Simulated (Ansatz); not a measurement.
# Cs3Bi2Br9 (P-3m1): the r2SCAN gap against the k mesh of the density

Aim: see how gap, energy and time of Cs3Bi2Br9 (P-3m1) follow the k mesh of the density.

Method: DFT, r2SCAN, plane waves, PAW, in Ansatz 0.2.0.

## Step 1: The structure

It takes space group P-3m1 (No. 164, trigonal). The conventional cell has a = 7.972 Å, b = 7.972 Å, c = 9.867 Å, α = 90.00°, β = 90.00°, γ = 120.00°. Cs has 12 Br at 3.96 to 4.01 Å nearest. Nearest to Cs lie 12 Br at 3.99 to 4.07 Å. Nearest to Bi lie 6 Br at 2.71 to 2.98 Å. Br has 2 Bi at 2.98 Å and 4 Cs at 3.99 to 4.01 Å nearest. Nearest to Br lie 1 Bi at 2.71 Å and 4 Cs at 3.96 to 4.07 Å. Farther neighbours, and contacts between anions beyond the nearest, are not listed.

The cell and positions come from the Crystallography Open Database and are kept as given unless a step says otherwise. The default PAW set here is soft_2. Its files were made with PBE.

## Step 2: k mesh of the density: 3×3×1

input.yaml reads:

```yaml
crystal:
  lattice:
    - [7.972, 0.0, 0.0]
    - [-3.986, 6.903954519, 0.0]
    - [0.0, 0.0, 9.867]
  atoms:
    - { symbol: Cs, position: [0.6666666667, 0.3333333333, 0.6669] }
    - { symbol: Cs, position: [0.3333333333, 0.6666666667, 0.3331] }
    - { symbol: Cs, position: [0.0, 0.0, 0.0] }
    - { symbol: Bi, position: [0.6666666667, 0.3333333333, 0.1918] }
    - { symbol: Bi, position: [0.3333333333, 0.6666666667, 0.8082] }
    - { symbol: Br, position: [0.5, 0.5, 0.0] }
    - { symbol: Br, position: [0.5, 0.0, 0.0] }
    - { symbol: Br, position: [0.0, 0.5, 0.0] }
    - { symbol: Br, position: [0.3353, 0.16765, 0.3394] }
    - { symbol: Br, position: [0.83235, 0.16765, 0.3394] }
    - { symbol: Br, position: [0.83235, 0.6647, 0.3394] }
    - { symbol: Br, position: [0.16765, 0.3353, 0.6606] }
    - { symbol: Br, position: [0.16765, 0.83235, 0.6606] }
    - { symbol: Br, position: [0.6647, 0.83235, 0.6606] }
kpoints:
  mp_grid: { grid: [3, 3, 1] }
  band_path:
    path:
      - [0.0, 0.0, 0.0]
      - [0.5, 0.0, 0.0]
      - [0.33333333, 0.33333333, 0.0]
      - [0.0, 0.0, 0.5]
      - [0.5, 0.0, 0.5]
      - [0.33333333, 0.33333333, 0.5]
      - [0.066666666, 0.066666666, 0.0]
    npoints: 1
hamiltonian:
  xc: r2scan
scf:
  occupations: { method: fixed }
  n_extra_bands: 8
output:
  eigenvalues: true
  forces: true
  stress: true
  write_density: true
  write_potential: true
  elf: true
  volumetric_format: npy
```

The run is started by

```console
> ansatz run input.yaml --threads 3 --pin off --max-ram 92160MiB --backend cuda --events-out ev --progress --plain --runs-dir out --devices 1 --max-vram 13GiB
```

The program printed:

```text
scf.n_extra_bands = 8 over 60 filled bands (N_el = 120.0): the run solves 68 bands
GPUs: using 1 of 1 available (devices: 1).
Engine: ansatz 0.2.0, x86_64-unknown-linux-gnu
Pseudopotentials: kind: paw
Pseudopotential: Cs, paw, valence charge 9, recommended cutoff 500 eV (meta_gga), Cs.paw.azcp
Pseudopotential: Bi, paw, valence charge 15, recommended cutoff 500 eV (meta_gga), Bi.paw.azcp
Pseudopotential: Br, paw, valence charge 7, recommended cutoff 500 eV (meta_gga), Br.paw.azcp
Functional definition: r2SCAN
  parameter k0 = 0.174
  parameter k1 = 0.065
  parameter a1 = 4.9479
  exchange = r2scan_x(k0 = k0, k1 = k1, a1 = a1)
  correlation = r2scan_c
device memory: the entry about to start is reckoned to put 5.8 GiB on a device that reports 56.0 GiB free (of which the cap on the GPU budget leaves the run 13.0 GiB)
GPU FFT provider: cuFFT
GPU libraries: cuBLAS 13.8.2, cuFFT 12.4.0, cuSOLVER 12.3.4
Crystal: 14 atoms, lattice volume = 543.063 Å³
Basis set: ecut = 500 eV, 13781 PW (Γ), exchange–correlation on 240×240×288 points (64 copies of the dense FFT grid, shifted against one another)
Bands: 68, of which v1, the nominal top of the filled ones, is band 60 counted from 1 (59 counted from 0)
Symmetry: 12 space group operations
Space group: P-3m1 (ITA 164), of the structure as read, at distance tolerance 8.2e-5 Å
k-points: 3 of 9
Non-local potential: Cs, projectors of the file, l = 0: 3, l = 1: 2, l = 2: 2, l = 3: 2
Non-local potential: Bi, projectors of the file, l = 0: 2, l = 1: 2, l = 2: 2, l = 3: 2
Non-local potential: Br, projectors of the file, l = 0: 2, l = 1: 2, l = 2: 2
PAW form: soft (Blöchl's): semilocal exchange-correlation on the pseudo side does not see the compensation charge
PAW frozen core: Cs, regenerated for the run's functional (the file was generated under x = pbe(κ = 0.804, μ = 0.219515), c = pbe(β = 0.066725))
PAW frozen core: Bi, regenerated for the run's functional (the file was generated under x = pbe(κ = 0.804, μ = 0.219515), c = pbe(β = 0.066725))
PAW frozen core: Br, regenerated for the run's functional (the file was generated under x = pbe(κ = 0.804, μ = 0.219515), c = pbe(β = 0.066725))
PAW one-centre angular grid: Cs, 302 points (default); XC on 160 Gauss nodes
PAW one-centre angular grid: Bi, 590 points (default); XC on 160 Gauss nodes
PAW one-centre angular grid: Br, 302 points (default); XC on 160 Gauss nodes
Initial density: superposition of atomic densities (neutral atoms: chi_scale 0, normalization atom), corrected by the library's trained network
Initial wavefunctions: pseudopotential atomic-orbital guess
GPU buffer pool allocated for 259200 grid points (all kernels)
GPU transforms: local potential and band sums: pruned to the plane-wave sphere, on 60×60×72
Functional: x = r2scan, c = r2scan; τ floored in thin density (d = 2e-4 eV/Å³)
SCF iter   1: F=—  HF=-67035.526151 eV  |F-HF|=—  |Δ(HF+E_count)|=         —  Δρ=2.72e-3  dr2=8.83e-2  dr2_τ=3.52e-2  ethr=1.77e-3  ⟨swp⟩=5.0  Hψ=721  notcnv=0  defer=15
preconditioner: auto → Resta (q_TF=auto, 2.121 Å⁻¹)  ε∞=3.3  [insulator: Δε(μ)=2.912 eV  Ē_g=10.240 eV  n_scr=96 (ndim 8)  ℏωp=15.4 eV  f_vac=0.034  ε∞_Penn≈3.3]
SCF iter   2: F=—  HF=-67035.579920 eV  |F-HF|=—  |Δ(HF+E_count)|=   5.38e-2  Δρ=1.30e-3  dr2=1.17e-2  dr2_τ=7.84e-4  ethr=7.36e-5  ⟨swp⟩=2.7  Hψ=390  notcnv=0  defer=16
SCF iter   3: F=—  HF=-67035.579154 eV  |F-HF|=—  |Δ(HF+E_count)|=   7.66e-4  Δρ=3.63e-4  dr2=9.06e-4  dr2_τ=6.66e-5  ethr=9.78e-6  ⟨swp⟩=2.3  Hψ=360  notcnv=0  defer=16
SCF iter   4: F=—  HF=-67035.579086 eV  |F-HF|=—  |Δ(HF+E_count)|=   6.78e-5  Δρ=9.18e-5  dr2=4.35e-5  dr2_τ=2.68e-6  ethr=7.55e-7  ⟨swp⟩=2.0  Hψ=353  notcnv=0  defer=16
SCF iter   5: F=—  HF=-67035.579266 eV  |F-HF|=—  |Δ(HF+E_count)|=   1.80e-4  Δρ=1.88e-5  dr2=2.14e-6  dr2_τ=1.11e-7  ethr=3.62e-8  ⟨swp⟩=2.3  Hψ=381  notcnv=0  defer=15
SCF iter   6: F=—  HF=-67035.579268 eV  |F-HF|=—  |Δ(HF+E_count)|=   1.63e-6  Δρ=4.32e-6  dr2=1.21e-7  dr2_τ=6.83e-9  ethr=1.78e-9  ⟨swp⟩=2.0  Hψ=380  notcnv=0  defer=15
SCF iter   7: F=-67035.579268 eV  HF=-67035.579268 eV  |F-HF|=3.20e-10  |Δ(HF+E_count)|=   1.01e-7  Δρ=1.15e-6  dr2=1.09e-8  dr2_τ=6.51e-10  ethr=8.33e-11  ⟨swp⟩=25.7  Hψ=2250  notcnv=0
SCF 1 converged in 7 iterations: F = -67035.579268 eV  dr2 = 1.09e-8
[...]
device memory: the entry about to start is reckoned to put 2.9 GiB on a device that reports 53.8 GiB free (of which the cap on the GPU budget leaves the run 13.0 GiB)
NSCF: frozen V_eff on 7 k-points
SCF converged after 7 iterations
Free energy (F): -67035.579268 eV
Harris-Foulkes:  -67035.579268 eV  (|F-HF|=3.20e-10)
Internal energy: -67035.579268 eV  (E = F + TS)
E sigma→0 (E₀):  -67035.579268 eV
Fermi energy:    2.696813 eV
--- Per-component energies (eV) ---
  E_band       = -782.264719
  E_kinetic    = 2233.213262
  E_local      = -7380.837264  (includes V_loc(G=0)·N_el)
  E_nonlocal   = 1846.159909
  E_hartree    = 2466.464406
  E_xc         = -3030.174713
  E_vxc        = -1762.412507  (∫ρ·V_xc dr)
  E_paw        = -57087.940047  (= ΣΔE_a)
  E_vpaw       = -745.709444  (= ΣTr[D̂ρ^β])
  E_aug_tail   = -0.000489  (compensation charges beyond the density's cutoff)
  E_vtau       = 94.391195  (kinetic-family band-sum trace: ∫τ·v_τ [+ j·A + Jᵃ·Aᵃ] dr)
  E_ewald      = -6082.941322
  E_core_change = 0.476989  (= ΣΔE_core)
  E_smearing   = -0.000000  (= −TS)
  E_closure    = 0.000000  (closes the sum)
  Σ components = -67035.579268   (vs F -67035.579268, Δ=0.00e0)
--- Forces (eV/Å), atoms counted from 1 ---
  atom   1  Cs     0.00000000    -0.00000000    -0.01094006
  atom   2  Cs     0.00000000     0.00000000     0.01094006
  atom   3  Cs     0.00000000    -0.00000000     0.00000000
  atom   4  Bi    -0.00000000    -0.00000000    -0.20957419
  atom   5  Bi     0.00000000     0.00000000     0.20957419
  atom   6  Br     0.00000000     0.00000000     0.00000000
  atom   7  Br    -0.00000000    -0.00000000     0.00000000
  atom   8  Br     0.00000000     0.00000000    -0.00000000
  atom   9  Br    -0.16406101    -0.09472067     0.09095723
  atom  10  Br     0.16406101    -0.09472067     0.09095723
  atom  11  Br     0.00000000     0.18944134     0.09095723
  atom  12  Br     0.00000000    -0.18944134    -0.09095723
  atom  13  Br    -0.16406101     0.09472067    -0.09095723
  atom  14  Br     0.16406101     0.09472067    -0.09095723
  max |Σ_I F_I| component: 5.55e-17 eV/Å
--- Stress (GPa, compression-positive) ---
        0.668582       0.000000       0.000000
       -0.000000       0.668582      -0.000000
        0.000000      -0.000000       0.554521
  P = ⅓ Tr σ = 0.6306 GPa (6.306 kbar)
--- Band table (eV) ---
  k-point 0: bands = [... 56 lower, 1.8544, 1.8561, 1.9080, 2.6968, 5.5884, 6.2811, 6.2811, 7.4758, ... 4 higher]
  k-point 1: bands = [... 56 lower, 1.7745, 1.8128, 2.0012, 2.5853, 6.0776, 6.2328, 6.3134, 7.3140, ... 4 higher]
  k-point 2: bands = [... 56 lower, 1.8615, 1.8615, 2.2766, 2.2766, 5.8523, 6.4927, 6.4927, 7.7268, ... 4 higher]
```

Wall time 12 s (1 × NVIDIA H100 80GB HBM3 (shared by 6 runs) with 3 threads of AMD EPYC 7R13 (Zen 3), shared host); peak memory 1.8 GiB.

Numbers from this step:

* pressure: 0.6306 GPa
* gap: 2.887 eV
* valence top at: k = (0.067, 0.067, 0.000)
* conduction bottom at: Γ
* least direct gap: 2.892 eV

The gap is indirect, with the least direct gap 0.004 eV higher.

## Step 3: k mesh of the density: 3×3×2

input.yaml, as its differences from that of step 2:

```diff
@@ -21,3 +21,3 @@
 kpoints:
-  mp_grid: { grid: [3, 3, 1] }
+  mp_grid: { grid: [3, 3, 2] }
   band_path:
```

The program printed:

```text
[...]
GPUs: using 1 of 1 available (devices: 1).
[...]
GPU FFT provider: cuFFT
GPU libraries: cuBLAS 13.8.2, cuFFT 12.4.0, cuSOLVER 12.3.4
Crystal: 14 atoms, lattice volume = 543.063 Å³
Basis set: ecut = 500 eV, 13781 PW (Γ), exchange–correlation on 240×240×288 points (64 copies of the dense FFT grid, shifted against one another)
[...]
k-point 0: bands = [... 56 lower, 1.8554, 1.8564, 1.9063, 2.6953, 5.5868, 6.2790, 6.2790, 7.4749, ... 4 higher]
  k-point 1: bands = [... 56 lower, 2.0375, 2.0375, 2.0401, 2.1886, 5.8059, 5.8059, 5.8407, 7.3656, ... 4 higher]
  k-point 2: bands = [... 56 lower, 1.7741, 1.8123, 2.0010, 2.5840, 6.0757, 6.2307, 6.3115, 7.3122, ... 4 higher]
  k-point 5: bands = [... 56 lower, 1.6827, 1.6827, 2.3296, 2.3296, 6.3752, 6.3752, 6.3997, 7.1100, ... 4 higher]
[key lines of the parts left out:]
SCF converged after 7 iterations
Free energy (F): -67035.577472 eV
Fermi energy:    2.695270 eV
P = ⅓ Tr σ = 0.6229 GPa (6.229 kbar)
```

It took 15 s on 1 × NVIDIA H100 80GB HBM3 (shared by 6 runs) with 3 threads; peak memory 1.8 GiB; 17 s of CPU time.

Read from the output:

```yaml
pressure: 0.6229 GPa
gap: 2.887 eV
valence_top_at: k = (0.067, 0.067, 0.000)
conduction_bottom_at: Γ
least_direct_gap: 2.892 eV
```

The gap is 2.887 eV, as in the run before at this level.

## Step 4: k mesh of the density: 6×6×2 (the default)

input.yaml, the sections that differ from step 3:

```yaml
kpoints:
  mp_grid: { grid: [6, 6, 2] }
  band_path:
    path:
      - [[0.0, 0.0, 0.0], [0.5, 0.0, 0.0], [0.33333333, 0.33333333, 0.0], [0.0, 0.0, 0.0], [0.0, 0.0, 0.5], [0.5, 0.0, 0.5], [0.33333333, 0.33333333, 0.5], [0.0, 0.0, 0.5]]
      - [[0.5, 0.0, 0.5], [0.5, 0.0, 0.0]]
      - [[0.33333333, 0.33333333, 0.5], [0.33333333, 0.33333333, 0.0]]
    npoints: 10
scf:
  occupations: { method: fermi_dirac, width: 0.02 }
  n_extra_bands: 8
# crystal, hamiltonian, output: as in step 3
```

The program printed:

```text
[...]
GPUs: using 1 of 1 available (devices: 1).
[...]
GPU FFT provider: cuFFT
GPU libraries: cuBLAS 13.8.2, cuFFT 12.4.0, cuSOLVER 12.3.4
Crystal: 14 atoms, lattice volume = 543.063 Å³
Basis set: ecut = 500 eV, 13781 PW (Γ), exchange–correlation on 240×240×288 points (64 copies of the dense FFT grid, shifted against one another)
[...]
k-point 0: bands = [... 56 lower, 1.8551, 1.8561, 1.9062, 2.6952, 5.5868, 6.2790, 6.2790, 7.4749, ... 4 higher]
  k-point 1: bands = [... 56 lower, 2.0373, 2.0373, 2.0399, 2.1885, 5.8059, 5.8059, 5.8407, 7.3656, ... 4 higher]
  k-point 2: bands = [... 56 lower, 1.7729, 1.8670, 1.9447, 2.6961, 5.8096, 6.2103, 6.2610, 7.3925, ... 4 higher]
  k-point 13: bands = [... 56 lower, 1.6826, 1.6826, 2.3294, 2.3294, 6.3752, 6.3752, 6.3997, 7.1100, ... 4 higher]
[key lines of the parts left out:]
SCF converged after 7 iterations
Free energy (F): -67035.579293 eV
Fermi energy:    4.161418 eV
P = ⅓ Tr σ = 0.6206 GPa (6.206 kbar)
```

Wall time 17 s (1 × NVIDIA H100 80GB HBM3 (shared by 6 runs) with 3 threads); peak memory 2 GiB.

Numbers from this step:

```yaml
pressure: 0.6206 GPa
gap: 2.887 eV
valence_top_at: k = (0.067, 0.067, 0.000)
conduction_bottom_at: Γ
least_direct_gap: 2.892 eV
```

The gap is 2.887 eV, as in the run before at this level.

## Step 5: k mesh of the density: 6×6×4

input.yaml, the sections that differ from step 4:

```yaml
kpoints:
  mp_grid: { grid: [6, 6, 4] }
  band_path:
    path:
      - [0.0, 0.0, 0.0]
      - [0.5, 0.0, 0.0]
      - [0.33333333, 0.33333333, 0.0]
      - [0.0, 0.0, 0.5]
      - [0.5, 0.0, 0.5]
      - [0.33333333, 0.33333333, 0.5]
      - [0.066666666, 0.066666666, 0.0]
    npoints: 1
scf:
  occupations: { method: fixed }
  n_extra_bands: 8
output:
  eigenvalues: true
  forces: true
  stress: true
# crystal, hamiltonian: as in step 4
```

The program printed:

```text
[...]
GPUs: using 1 of 1 available (devices: 1).
[...]
GPU FFT provider: cuFFT
GPU libraries: cuBLAS 13.8.2, cuFFT 12.4.0, cuSOLVER 12.3.4
Crystal: 14 atoms, lattice volume = 543.063 Å³
Basis set: ecut = 500 eV, 13781 PW (Γ), exchange–correlation on 240×240×288 points (64 copies of the dense FFT grid, shifted against one another)
[...]
k-point 0: bands = [... 56 lower, 1.8550, 1.8560, 1.9062, 2.6951, 5.5868, 6.2790, 6.2790, 7.4749, ... 4 higher]
  k-point 1: bands = [... 56 lower, 1.9653, 1.9653, 1.9975, 2.4878, 5.7137, 6.0160, 6.0160, 7.4124, ... 4 higher]
  k-point 2: bands = [... 56 lower, 2.0372, 2.0372, 2.0398, 2.1885, 5.8059, 5.8059, 5.8407, 7.3656, ... 4 higher]
  k-point 23: bands = [... 56 lower, 1.6825, 1.6825, 2.3294, 2.3294, 6.3752, 6.3752, 6.3997, 7.1100, ... 4 higher]
[key lines of the parts left out:]
SCF converged after 7 iterations
Free energy (F): -67035.579689 eV
Fermi energy:    2.696076 eV
P = ⅓ Tr σ = 0.6199 GPa (6.199 kbar)
```

Run time: 21 s. Hardware: 1 × NVIDIA H100 80GB HBM3 (shared by 6 runs) with 3 threads; peak memory 1.8 GiB.

Numbers from this step:

```yaml
pressure: 0.6199 GPa
gap: 2.887 eV
valence_top_at: k = (0.067, 0.067, 0.000)
conduction_bottom_at: Γ
least_direct_gap: 2.892 eV
```

The gap is 2.887 eV, as in the run before at this level.

## Step 6: The series

Differences are against the last row; a negative gap means that bands overlap, and a run with a band path holds that path's time. Times are wall times on 1 × NVIDIA H100 80GB HBM3 (shared by 6 runs) with 3 threads of AMD EPYC 7R13 (Zen 3), shared host, good to a factor of about two.

```
k mesh of the density  gap (eV)  direct gap (eV)  gap error (eV)  energy error (meV/atom)  irreducible k  time
                3×3×1     2.887            2.892          +0.000                     +0.0              3  12 s
                3×3×2     2.887            2.892         −0.0001                     +0.2              6  15 s
                6×6×2     2.887            2.892          +0.000                     +0.0             14  17 s
                6×6×4     2.887            2.892          +0.000                     +0.0             24  21 s
```

## Step 7: Summary of results

| Quantity | Value |
| --- | --- |
| 3×3×1 | 2.887 eV |
| 3×3×2 | 2.887 eV |
| 6×6×2 | 2.887 eV |
| 6×6×4 | 2.887 eV |

In words: The gap holds to 0.02 eV from 3×3×1 on, the cheapest setting tried. At 3×3×1 the gap is off by +0.000 eV and the energy by +0 meV/atom. The gap is read over the mesh and added points near the edges, so meshes differ mainly through the density and, for a hybrid, the exchange operator.

[Long decimals in the printed logs are rounded to 6 places.]

[Logs are printed without paths, hosts, clocks, repeated set-up lines and the standing remarks that a program may print on its own settings, such as how far it seeks lower states.]

[Paths, hosts, dates, memory and timing lines, banners, echoed tables and standing remarks are left out of the program output; an Ansatz launch command may be rebuilt from the run's recorded settings. Measured values are a selection of at most five: reports struck by readers or far from the other reports are left out. None is set beside runs whose start may be inverted or whose files or cutoffs have a known fault.]

[Runs of the session that timed out or met a known fault of the program may be left out.]

[Cells called generated may have been cut or substituted from an entry of the Crystallography Open Database or the Materials Project.]

[Hosts, paths, dates, database ids (printed as entryN), source tags and the programs' standing remarks are cut or masked in the printed files.]

[Where the starting crystal was built by hand or by swapping elements, it need not be the compound's stable phase.]
